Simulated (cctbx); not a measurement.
## What is wrong with this refinement?

Cell a = 5.0290 Å, b = 5.0290 Å, c = 21.1160 Å, α = 90.00°, β = 90.00°, γ = 120.00°; space group R-3m (no. 166). The compound is Cd3B2Pt7.

The data are simulated with cctbx, not measured: Mo Kα, λ = 0.71073 Å, to d = 0.84 Å, 80 % of the full sphere, strongest reflection 5000 counts, noise from counting, a 4 % proportional error and a noise floor of 4 counts (s.d.); no absorption, and some extinction, which the refinements don't model.

An anisotropic refinement with weights 1/σ² prints:

```text
Rint 0.040, 123 unique reflections to 0.85 A
cycle     R1     wR2    GooF  max shift (A)
   1  0.2523  0.5540  19.158   0.27243
   5  0.0896  0.2573   8.898   0.00044
final R1 0.0896 wR2 0.2573 GooF 8.898  parameters 16  data/parameter 7.7
atom        x        y        z      Ueq    occ   su(xyz)  su(Uiso or U11)
Cd1    0.66667  0.33333  0.83333  -0.0296  1.000  0.00000  0.0032  NPD
Pt1    0.50034  0.00068  0.93301   0.0009  1.000  0.00086  0.0024  NPD
Pt2    0.00000  0.00000  0.00000   0.0432  1.000  0.00000  0.0072
Cd2    0.00000  0.00000  0.85966   0.0010  1.000  0.00059  0.0040  NPD
B1     0.00000  0.00000  0.69734  -0.0128  1.000  0.00830  0.0438  NPD
difference map: max 42.21 min -15.20 rms 3.05
Q1    0.0000  0.0000  0.5000    3   42.21  0.00 A from Cd1
Q2    0.0000  0.0000  0.3374    6    7.34  0.73 A from B1
Q3    0.0225  0.5113  0.0659   18    6.54  0.10 A from Pt1
Q4    0.0000  0.0000  0.1280    6    3.35  0.26 A from Cd2
Q5    0.0563  0.2546  0.9892   36    3.24  1.19 A from Pt2
Q6    0.0806  0.1613  0.0450   18    2.77  1.18 A from Pt2
```

**Question.** Can this result stand? If not, what is the likely fault?

Mend it. The fault: elements exchanged: Pt2 is Cd and Cd1 is Pt. Against the right model at the same level, R1 goes from 0.0127 to 0.0896 and GooF from 0.91 to 8.90, U of Cd1 shrinks from 0.0044 to -0.0296 Å², U of Pt2 swells from 0.0041 to 0.0432 Å², the top difference peak, 42.2 e/Å³, lies on Cd1 and Cd1, Pt1, Cd2 and B1 go non-positive-definite. Pt2 has 30 electrons too many and its U swells to shed them, as expected; Cd1 has 30 electrons too few and its U shrinks to make up, as expected.

The compound is Cd3B2Pt7. The right model at the same level gives:

```text
Rint 0.040, 123 unique reflections to 0.85 A
cycle     R1     wR2    GooF  max shift (A)
   1  0.0131  0.0279   0.965   0.00826
   4  0.0127  0.0263   0.910   0.00013
final R1 0.0127 wR2 0.0263 GooF 0.910  parameters 16  data/parameter 7.7
atom        x        y        z      Ueq    occ   su(xyz)  su(Uiso or U11)
Pt1    0.66667  0.33333  0.83333   0.0044  1.000  0.00000  0.0003
Pt2    0.50053  0.00106  0.93306   0.0042  1.000  0.00009  0.0002
Cd1    0.00000  0.00000  0.00000   0.0041  1.000  0.00000  0.0006
Cd2    0.00000  0.00000  0.85945   0.0039  1.000  0.00006  0.0004
B1     0.00000  0.00000  0.66860   0.0107  1.000  0.00114  0.0062
difference map: max 2.04 min -1.82 rms 0.43
Q1    0.0000  0.0000  0.1919    6    2.08  1.08 A from Cd2
Q2    0.0000  0.0000  0.2477    6    1.98  1.51 A from Pt2
Q3    0.0801  0.1603  0.1296   18    1.13  0.74 A from Cd2
Q4    0.1300  0.2599  0.7954   18    1.04  1.76 A from Cd2
Q5    0.1012  0.2024  0.6282   18    1.03  1.23 A from B1
Q6    0.0833  0.1667  0.7407   18    1.01  1.27 A from Pt2
```

Isotropic U is held between 0.0001 and 1 Å² by the program, and listed peak heights are interpolated, so they can pass the grid's maximum.

The model is made up (kin elements in a known structure type, no relaxation), so it says nothing on whether the phase exists.

[Middle refinement cycles are left out of these outputs.]

[Logs are printed without paths, hosts, clocks, repeated set-up lines and the standing remarks that a program may print on its own settings, such as how far it seeks lower states.]
